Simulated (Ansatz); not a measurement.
# W(110) slab (24 atoms): surface energy

What is the surface energy of this cell, counted against the bulk crystal, and how far does it hang on functional and mesh?

Calculated with Ansatz 0.2.0: Kohn-Sham DFT, PBE, PAW (set soft_2), plane waves; cutoff 420 eV, fermi-dirac smearing of 0.1 eV. Cutoffs: 420 eV for PBE and PBEsol; 500 eV for r2SCAN.

**The cells**

The cell holds 24 atoms: 24 W. Its edges and angles: a = 5.517 Å, b = 5.517 Å, c = 26.261 Å, α = 90.0°, β = 90.0°, γ = 109.5°. It derives from W. The starting structure: Slab of W cut on (1 1 0), 11.3 Å thick, 2 x 2 surface cells, both faces free, 15 Å of vacuum; not relaxed. Lattice constants are starting values near those of PBE. Vacuum lies along c.

The bulk reference is W2 in a cell of 2 atoms, 16.155 Å³ an atom.

The input of the single point on the relaxed cell:

```yaml
crystal:
  lattice:
    - [5.51658, 0.0, 0.0]
    - [-1.83886, 5.20108, 0.0]
    - [0.0, 0.0, 26.26068]
  atoms:
    - { symbol: W, position: [0.0, 0.0, 0.28864] }
    - { symbol: W, position: [0.25, 0.25, 0.371] }
    - { symbol: W, position: [0.0, 0.0, 0.45713] }
    - { symbol: W, position: [0.25, 0.25, 0.54287] }
    [... 18 atom lines left out ...]
    - { symbol: W, position: [0.5, 0.5, 0.629] }
    - { symbol: W, position: [0.75, 0.75, 0.71136] }
kpoints:
  mp_grid: { grid: [7, 7, 1] }
hamiltonian:
  xc: pbe
scf:
  occupations: { method: fermi_dirac, width: 0.1 }
output:
  forces: true
  populations: true
  dos:
    method: { smearing: { sigma: 0.08 } }
    de: 0.1
    projected: { site_lists: { W: [W] } }
  eigenvalues: true
  write_density: true
  write_potential: true
  volumetric_format: npy
```

```
       cell  formula                    k-mesh  relaxation steps  gain on relaxing (eV)  free energy, PBE (eV)  time of its runs on this page
W(110) slab      W24  7×7×1 (relaxed on 5×5×1)                 5                   0.25            -249224.358                           17 s
     bulk W       W2                  17×17×17                 -                      -             -20769.662                          5.1 s
```

**Surface energy**

The excess is the cell's free energy less 12 times that of the bulk cell. It is divided by twice the area, as the cell holds two faces, so the value is their mean, and they need not be alike (28.69 Å²), with 1 eV/Å² = 16.022 J/m².

| level | k-mesh | excess (eV) | surface energy (J/m²) | per area (meV/Å²) |
| --- | --- | --- | --- | --- |
| PBE | 7×7×1 | 11.584 | 3.234 | 201.9 |
| PBE, denser mesh | 9×9×1 | 11.608 | 3.241 | 202.3 |
| r2SCAN | 7×7×1 | 12.610 | 3.521 | 219.7 |
| PBEsol | 7×7×1 | 12.698 | 3.545 | 221.3 |

Worked for the first row at PBE: (-249224.358) − 12 × (-20769.662) = 11.584 eV (from unrounded energies).

Then 11.584 / (2 × 28.69) × 16.022 = 3.234 J/m².

**Findings**

At PBE the surface energy is 3.23 J/m². At the same geometries the levels give 3.23 (PBE) to 3.55 J/m² (PBEsol) and the denser mesh leaves it within 0.01 J/m². Relaxing the atoms lowered it by 0.070 J/m² from the start (on the 5×5×1 mesh of the relaxation), and the farthest atom moved 0.08 Å.

Limits: The cell edges were held, so the lattice is the typed one for every functional. Cell and bulk are sampled on unlike meshes, and the error grows with the number of atoms subtracted. These are free energies under a smearing of 0.1 eV, whose entropy term isn't removed. Spin–orbit coupling is left out, which matters for the levels of the heavy elements. In some runs the program notes that the exchange-correlation potential is rough where the density is thin.

[Logs are printed without paths, hosts, clocks, repeated set-up lines and the standing remarks that a program may print on its own settings, such as how far it seeks lower states.]

[Hosts, paths, dates, database ids (printed as entryN), source tags and the programs' standing remarks are cut or masked in the printed files.]
